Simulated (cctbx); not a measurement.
# Tb3SiGe5Ru3 with cctbx, script by script

Library: cctbx 2025.11. The data are simulated by the first script.

## 1. Simulate the data

run.py:

```python
from cctbx import adptbx, crystal, miller, sgtbx, xray
from cctbx.array_family import flex
from iotbx.shelx import hklf
from scitbx import matrix
import scitbx.random

cs = crystal.symmetry(unit_cell=(9.596, 10.57, 8.633, 90, 90, 90), space_group_symbol='Hall: -P 2 2ab')  # Pbam
atoms = [  # label, site, U (iso, or U11 U22 U33 U12 U13 U23 in A^2), occupancy
    ("Tb1", (0.6652, 0.6809, 0), (0.0266, 0.0248, 0.0239, 0.0035, 0.0000, 0.0000), 1),
    ("Tb2", (0.3286, 0.0494, 0.2442), (0.0268, 0.0236, 0.0209, -0.0038, 0.0025, -0.0042), 1),
    ("Ru1", (0, 0, 0.249), (0.0270, 0.0193, 0.0240, 0.0027, 0.0000, 0.0000), 1),
    ("Ru2", (0.0914, 0.2598, 0.258), (0.0193, 0.0190, 0.0191, -0.0001, -0.0001, -0.0003), 1),
    ("Ge1", (0.8692, 0.8981, 0), (0.0239, 0.0231, 0.0259, 0.0024, 0.0000, 0.0000), 1),
    ("Ge2", (0.8717, 0.9038, 0.5), (0.0259, 0.0263, 0.0247, 0.0009, 0.0000, 0.0000), 1),
    ("Ge3", (0.9674, 0.6177, 0), (0.0195, 0.0243, 0.0262, 0.0004, 0.0000, 0.0000), 1),
    ("Ge4", (0.3412, 0.3142, 0.3353), (0.0500, 0.0350, 0.0641, 0.0015, -0.0018, 0.0008), 1),
    ("Si1", (0.966, 0.618, 0.5), (0.0296, 0.0281, 0.0254, 0.0011, 0.0000, 0.0000), 1),
]
xs = xray.structure(crystal_symmetry=cs)
for label, site, u, occ in atoms:
    u = adptbx.u_cif_as_u_star(cs.unit_cell(), u) if isinstance(u, tuple) else u
    xs.add_scatterer(xray.scatterer(label, site=site, u=u, occupancy=occ))
xs.set_inelastic_form_factors(0.71073, "sasaki")
xs.show_summary()
p1 = xs.expand_to_p1()
ms = miller.build_set(p1, anomalous_flag=True, d_min=1.1)
flex.set_random_seed(238606)
scitbx.random.set_random_seed(238606)
ms = ms.select(flex.random_double(ms.size()) < 0.7)
i = ms.structure_factors_from_scatterers(p1, algorithm="direct").f_calc().as_intensity_array().data()
i = i * 20000 / flex.max(i)
sig = flex.sqrt(i + flex.pow2(0.06 * i) + 15 ** 2)
noise = scitbx.random.variate(scitbx.random.normal_distribution())(i.size())
data = ms.array(data=i + sig * noise, sigmas=sig).set_observation_type_xray_intensity()
with open("data.hkl", "w") as f:
    data.export_as_shelx_hklf(f)
print("reflections written:", data.size(), " <I/sigma> = %.1f" % flex.mean(data.data() / data.sigmas()))
for h, a, b in list(data.sort("data"))[:12]:
    print("%4d%4d%4d %9.1f %7.1f" % (h + (a, b)))
```

```console
$ python run.py
```

```text
Number of scatterers: 9
At special positions: 6
Unit cell: (9.596, 10.57, 8.633, 90, 90, 90)
Space group: P b a m (No. 55)
reflections written: 1902  <I/sigma> = 5.4
   0   0   4   21506.9  1208.4
   3   3   0   10414.8   615.2
   3  -3   0   10167.5   615.2
  -3  -1  -2    9694.6   544.3
  -1   4   0    9264.1   578.5
  -3   1  -2    9263.0   544.3
   1   4   0    9251.0   578.5
  -1  -4   0    8916.1   578.5
   3   1   2    8805.6   544.3
   0   4   2    8789.6   574.2
  -2   3   2    8727.0   495.6
   3  -1   2    8628.6   544.3
```

It took 0.24 s on 1 thread of Arm Neoverse V2, on a shared host, peak memory 0.07 GiB.

## 2. Refinement (right model)

run.py:

```python
import math
from cctbx import adptbx, crystal, maptbx, sgtbx, xray
from cctbx.array_family import flex
from cctbx.xray import observations
from iotbx.shelx import hklf
from scitbx.lstbx import normal_eqns_solving
from smtbx import absolute_structure, utils
from smtbx.refinement import constraints, least_squares

cs = crystal.symmetry(unit_cell=(9.596, 10.57, 8.633, 90, 90, 90), space_group_symbol='Hall: -P 2 2ab')  # Pbam
atoms = [  # label, site, U (iso, or U11 U22 U33 U12 U13 U23 in A^2), occupancy
    ("Tb1", (0.6643, 0.6802, 0), 0.0200, 1),
    ("Tb2", (0.3286, 0.0516, 0.2468), 0.0200, 1),
    ("Ru1", (0, 0, 0.255), 0.0200, 1),
    ("Ru2", (0.087, 0.2596, 0.2577), 0.0200, 1),
    ("Ge1", (0.868, 0.8981, 0), 0.0200, 1),
    ("Ge2", (0.8727, 0.9073, 0.5), 0.0200, 1),
    ("Ge3", (0.9664, 0.6193, 0), 0.0200, 1),
    ("Ge4", (0.3397, 0.3158, 0.3384), 0.0200, 1),
    ("Si1", (0.9635, 0.6173, 0.5), 0.0200, 1),
]
xs = xray.structure(crystal_symmetry=cs)
for label, site, u, occ in atoms:
    u = adptbx.u_cif_as_u_star(cs.unit_cell(), u) if isinstance(u, tuple) else u
    xs.add_scatterer(xray.scatterer(label, site=site, u=u, occupancy=occ))
xs.set_inelastic_form_factors(0.71073, "sasaki")
raw = hklf.reader(file_name="data.hkl").as_miller_arrays(crystal_symmetry=cs, anomalous=True)[0]
merged = raw.eliminate_sys_absent().merge_equivalents()
fo2 = merged.array().set_observation_type_xray_intensity()
print("Rint %.3f, %d unique reflections to %.2f A" % (merged.r_int(), fo2.size(), fo2.d_min()))
for sc in xs.scatterers():
    sc.flags.set_grad_site(True)
    sc.flags.set_grad_u_aniso(sc.flags.use_u_aniso())
    sc.flags.set_grad_u_iso(sc.flags.use_u_iso())
obs = fo2.as_xray_observations()
extra = {}
rep = constraints.reparametrisation(xs, [], utils.connectivity_table(xs), **extra)
ls = least_squares.crystallographic_ls(obs, rep, weighting_scheme=least_squares.mainstream_shelx_weighting(a=0, b=0))
print("cycle     R1     wR2    GooF  max shift (A)")
for cycle in range(8):
    ls.build_up()
    r1, wr2, goof = ls.r1_factor(cutoff_factor=2)[0], ls.wR2(), ls.goof()
    old = xs.sites_cart()
    normal_eqns_solving.levenberg_marquardt_iterations(ls, n_max_iterations=3, tau=1e-06, step_threshold=1e-7)
    big = flex.max((xs.sites_cart() - old).norms())
    print("%4d %7.4f %7.4f %7.3f %9.5f" % (cycle + 1, r1, wr2, goof, big))
    ls.build_up(objective_only=True)
    if abs(ls.wR2() - wr2) < 5e-5 and big < 5e-4:
        break
ls.build_up()
print("final R1 %.4f wR2 %.4f GooF %.3f  parameters %d  data/parameter %.1f" % (ls.r1_factor(cutoff_factor=2)[0], ls.wR2(), ls.goof(), ls.n_parameters, fo2.size() / ls.n_parameters))
cov = ls.covariance_matrix_and_annotations()
su = dict(zip(cov.annotations, (math.sqrt(max(v, 0)) for v in cov.matrix.matrix_packed_u_diagonal())))
a2 = cs.unit_cell().reciprocal_parameters()[0] ** -2
print("atom        x        y        z      Ueq    occ   su(xyz)  su(Uiso or U11)")
for sc in xs.scatterers():
    s = max(su.get(sc.label + k, 0) for k in (".x", ".y", ".z"))
    npd = "" if sc.is_positive_definite_u(cs.unit_cell()) else "  NPD"
    print("%-5s %8.5f %8.5f %8.5f %8.4f %6.3f %8.5f %7.4f%s" % ((sc.label,) + sc.site + (sc.u_iso_or_equiv(cs.unit_cell()), sc.occupancy, s, su.get(sc.label + ".uiso", su.get(sc.label + ".u11", 0) * a2), npd)))
fo = fo2.f_sq_as_f()
fc = fo.structure_factors_from_scatterers(xs, algorithm="direct").f_calc()
diff = fo.f_obs_minus_f_calc(1 / math.sqrt(ls.scale_factor()), fc).average_bijvoet_mates()
m = diff.fft_map(symmetry_flags=maptbx.use_space_group_symmetry, resolution_factor=0.25).apply_volume_scaling()
print("difference map: max %.2f min %.2f rms %.2f" % (m.statistics().max(), m.statistics().min(), m.statistics().sigma()))
peaks = m.peak_search(parameters=maptbx.peak_search_parameters(min_distance_sym_equiv=0.6, max_clusters=6)).all()
near = xs.closest_distances(peaks.sites(), distance_cutoff=4)
sps = cs.special_position_settings(min_distance_sym_equiv=0.5)
for k, (x, h) in enumerate(zip(peaks.sites(), peaks.heights())):
    ss = sps.site_symmetry(x)
    print("Q%-3d %7.4f %7.4f %7.4f %4d %7.2f  %.2f A from %s" % ((k + 1,) + tuple(t % 1 for t in ss.exact_site()) + (ss.multiplicity(), h, near.smallest_distances[k], xs.scatterers()[near.i_seqs[k]].label)))
```

```console
$ python run.py
```

```text
Rint 0.061, 373 unique reflections to 1.10 A
cycle     R1     wR2    GooF  max shift (A)
   1  0.1144  0.2545   4.258   0.04944
   2  0.0363  0.0795   1.330   0.00003
final R1 0.0363 wR2 0.0795 GooF 1.330  parameters 29  data/parameter 12.9
atom        x        y        z      Ueq    occ   su(xyz)  su(Uiso or U11)
Tb1    0.66544  0.68095  0.00000   0.0244  1.000  0.00021  0.0007
Tb2    0.32874  0.04923  0.24412   0.0231  1.000  0.00015  0.0006
Ru1    0.00000  0.00000  0.24927   0.0233  1.000  0.00039  0.0009
Ru2    0.09090  0.25939  0.25801   0.0186  1.000  0.00024  0.0007
Ge1    0.86908  0.89787  0.00000   0.0245  1.000  0.00041  0.0012
Ge2    0.87189  0.90355  0.50000   0.0250  1.000  0.00042  0.0012
Ge3    0.96709  0.61751  0.00000   0.0243  1.000  0.00042  0.0012
Ge4    0.34143  0.31491  0.33527   0.0500  1.000  0.00040  0.0010
Si1    0.96656  0.61741  0.50000   0.0310  1.000  0.00122  0.0030
difference map: max 2.12 min -1.67 rms 0.47
Q1    0.1083  0.8584  0.0000    4    2.19  0.69 A from Tb1
Q2    0.0294  0.4344  0.5000    4    2.11  0.55 A from Si1
Q3    0.2256  0.7741  0.0000    4    2.09  0.75 A from Tb1
Q4    0.1698  0.8210  0.4239    8    1.84  0.78 A from Ge4
Q5    0.2226  0.6017  0.1998    8    1.83  0.83 A from Tb2
Q6    0.1533  0.8191  0.2494    8    1.73  0.74 A from Ge4
```

Time: 0.39 s.

## 3. Simulate the data

run.py, as its changes from the last script of this kind:

```diff
@@ -26 +26 @@
-ms = miller.build_set(p1, anomalous_flag=True, d_min=1.1)
+ms = miller.build_set(p1, anomalous_flag=True, d_min=0.84)
```

```console
$ python run.py
```

```text
Number of scatterers: 9
At special positions: 6
Unit cell: (9.596, 10.57, 8.633, 90, 90, 90)
Space group: P b a m (No. 55)
reflections written: 4326  <I/sigma> = 4.6
   0   0   4   21165.6  1208.4
   0   0  -4   19506.8  1208.4
   3  -3   0   10898.9   615.2
   3   3   0   10541.5   615.2
   3   1   2    9777.1   544.3
  -1   4   0    9728.9   578.5
  -2   3   2    9566.2   495.6
   3  -1  -2    9536.5   544.3
   3   1  -2    9259.7   544.3
   0   4  -2    9226.4   574.2
   1   4   0    9186.7   578.5
   0  -4  -2    8845.7   574.2
```

Time: 0.24 s.

## 4. Refinement (right model)

run.py, as its changes from the last script of this kind:

```diff
@@ -12,9 +12,9 @@
-    ("Tb1", (0.6643, 0.6802, 0), 0.0200, 1),
-    ("Tb2", (0.3286, 0.0516, 0.2468), 0.0200, 1),
-    ("Ru1", (0, 0, 0.255), 0.0200, 1),
-    ("Ru2", (0.087, 0.2596, 0.2577), 0.0200, 1),
-    ("Ge1", (0.868, 0.8981, 0), 0.0200, 1),
-    ("Ge2", (0.8727, 0.9073, 0.5), 0.0200, 1),
-    ("Ge3", (0.9664, 0.6193, 0), 0.0200, 1),
-    ("Ge4", (0.3397, 0.3158, 0.3384), 0.0200, 1),
-    ("Si1", (0.9635, 0.6173, 0.5), 0.0200, 1),
+    ("Tb1", (0.6631, 0.6827, 0), 0.0200, 1),
+    ("Tb2", (0.3296, 0.0479, 0.2401), 0.0200, 1),
+    ("Ru1", (0, 0, 0.2479), 0.0200, 1),
+    ("Ru2", (0.0896, 0.2585, 0.2577), 0.0200, 1),
+    ("Ge1", (0.8721, 0.8968, 0), 0.0200, 1),
+    ("Ge2", (0.8725, 0.9028, 0.5), 0.0200, 1),
+    ("Ge3", (0.9674, 0.6168, 0), 0.0200, 1),
+    ("Ge4", (0.3404, 0.3155, 0.3326), 0.0200, 1),
+    ("Si1", (0.9646, 0.6192, 0.5), 0.0200, 1),
@@ -26,0 +27 @@
+xs.convert_to_anisotropic()
```

```console
$ python run.py
```

```text
Rint 0.073, 829 unique reflections to 0.84 A
cycle     R1     wR2    GooF  max shift (A)
   1  0.1315  0.2804   4.153   0.04057
   2  0.0287  0.0622   0.921   0.00005
final R1 0.0287 wR2 0.0622 GooF 0.921  parameters 62  data/parameter 13.4
atom        x        y        z      Ueq    occ   su(xyz)  su(Uiso or U11)
Tb1    0.66523  0.68078  0.00000   0.0250  1.000  0.00011  0.0005
Tb2    0.32850  0.04945  0.24422   0.0237  1.000  0.00008  0.0003
Ru1    0.00000  0.00000  0.24904   0.0235  1.000  0.00020  0.0007
Ru2    0.09128  0.25979  0.25791   0.0192  1.000  0.00012  0.0004
Ge1    0.86920  0.89810  0.00000   0.0234  1.000  0.00021  0.0012
Ge2    0.87144  0.90393  0.50000   0.0259  1.000  0.00022  0.0013
Ge3    0.96738  0.61768  0.00000   0.0236  1.000  0.00022  0.0011
Ge4    0.34090  0.31445  0.33524   0.0498  1.000  0.00024  0.0010
Si1    0.96555  0.61692  0.50000   0.0274  1.000  0.00062  0.0031
difference map: max 2.55 min -2.28 rms 0.60
Q1    0.2266  0.4645  0.0859    8    2.57  1.72 A from Tb2
Q2    0.9855  0.3437  0.0000    4    2.49  0.61 A from Ge3
Q3    0.1220  0.5121  0.5000    4    2.48  1.60 A from Si1
Q4    0.0029  0.0804  0.0000    4    2.22  1.25 A from Ge1
Q5    0.0992  0.2267  0.0000    4    2.07  1.35 A from Ge1
Q6    0.1831  0.2619  0.0815    8    2.03  1.73 A from Tb1
```

Time: 0.39 s.

## 5. Simulate the data

run.py, as its changes from the last script of this kind:

```diff
@@ -26 +26 @@
-ms = miller.build_set(p1, anomalous_flag=True, d_min=0.84)
+ms = miller.build_set(p1, anomalous_flag=True, d_min=0.6)
```

```console
$ python run.py
```

```text
Number of scatterers: 9
At special positions: 6
Unit cell: (9.596, 10.57, 8.633, 90, 90, 90)
Space group: P b a m (No. 55)
reflections written: 11911  <I/sigma> = 2.7
   0   0   4   21843.3  1208.4
   0   0  -4   18748.5  1208.4
  -3  -3   0   10645.0   615.2
   3   1  -2   10114.7   544.3
  -1  -4   0   10110.6   578.5
   0   4   2   10070.5   574.2
   0  -4   2    9974.1   574.2
   1   4   0    9878.5   578.5
  -1   4   0    9810.7   578.5
   1  -4   0    9740.6   578.5
  -3  -1   2    9529.9   544.3
  -3   3   0    9501.5   615.2
```

Time: 0.3 s.

## 6. Refinement (right model)

run.py, as its changes from the last script of this kind:

```diff
@@ -12,9 +12,9 @@
-    ("Tb1", (0.6631, 0.6827, 0), 0.0200, 1),
-    ("Tb2", (0.3296, 0.0479, 0.2401), 0.0200, 1),
-    ("Ru1", (0, 0, 0.2479), 0.0200, 1),
-    ("Ru2", (0.0896, 0.2585, 0.2577), 0.0200, 1),
-    ("Ge1", (0.8721, 0.8968, 0), 0.0200, 1),
-    ("Ge2", (0.8725, 0.9028, 0.5), 0.0200, 1),
-    ("Ge3", (0.9674, 0.6168, 0), 0.0200, 1),
-    ("Ge4", (0.3404, 0.3155, 0.3326), 0.0200, 1),
-    ("Si1", (0.9646, 0.6192, 0.5), 0.0200, 1),
+    ("Tb1", (0.6662, 0.6832, 0), 0.0200, 1),
+    ("Tb2", (0.3273, 0.0505, 0.2411), 0.0200, 1),
+    ("Ru1", (0, 0, 0.2464), 0.0200, 1),
+    ("Ru2", (0.0953, 0.2583, 0.2554), 0.0200, 1),
+    ("Ge1", (0.8727, 0.8951, 0), 0.0200, 1),
+    ("Ge2", (0.873, 0.8999, 0.5), 0.0200, 1),
+    ("Ge3", (0.9674, 0.6206, 0), 0.0200, 1),
+    ("Ge4", (0.3457, 0.3174, 0.3407), 0.0200, 1),
+    ("Si1", (0.967, 0.617, 0.5), 0.0200, 1),
```

```console
$ python run.py
```

```text
Rint 0.117, 2231 unique reflections to 0.60 A
cycle     R1     wR2    GooF  max shift (A)
   1  0.1656  0.3304   3.419   0.07157
   2  0.0409  0.0879   0.909   0.00009
final R1 0.0409 wR2 0.0879 GooF 0.909  parameters 62  data/parameter 36.0
atom        x        y        z      Ueq    occ   su(xyz)  su(Uiso or U11)
Tb1    0.66500  0.68073  0.00000   0.0250  1.000  0.00009  0.0003
Tb2    0.32846  0.04944  0.24414   0.0239  1.000  0.00006  0.0002
Ru1    0.00000  0.00000  0.24905   0.0237  1.000  0.00017  0.0005
Ru2    0.09130  0.25981  0.25787   0.0192  1.000  0.00010  0.0003
Ge1    0.86912  0.89816  0.00000   0.0248  1.000  0.00018  0.0009
Ge2    0.87162  0.90363  0.50000   0.0254  1.000  0.00018  0.0009
Ge3    0.96723  0.61758  0.00000   0.0236  1.000  0.00018  0.0008
Ge4    0.34128  0.31427  0.33522   0.0505  1.000  0.00022  0.0008
Si1    0.96683  0.61802  0.50000   0.0276  1.000  0.00054  0.0025
difference map: max 5.58 min -5.48 rms 1.17
Q1    0.1091  0.0446  0.0000    4    5.64  0.64 A from Ge1
Q2    0.1901  0.6662  0.4295    8    5.31  1.79 A from Ge4
Q3    0.1491  0.9522  0.5000    4    5.24  1.54 A from Ge2
Q4    0.0298  0.6505  0.5000    4    5.22  0.70 A from Si1
Q5    0.0809  0.8515  0.0000    4    4.94  0.88 A from Tb1
Q6    0.0830  0.0010  0.5000    4    4.89  1.10 A from Ge2
```

It took 0.43 s on 1 thread of Arm Neoverse V2, on a shared host, peak memory 0.09 GiB.

[Logs are printed without paths, hosts, clocks, repeated set-up lines and the standing remarks that a program may print on its own settings, such as how far it seeks lower states.]
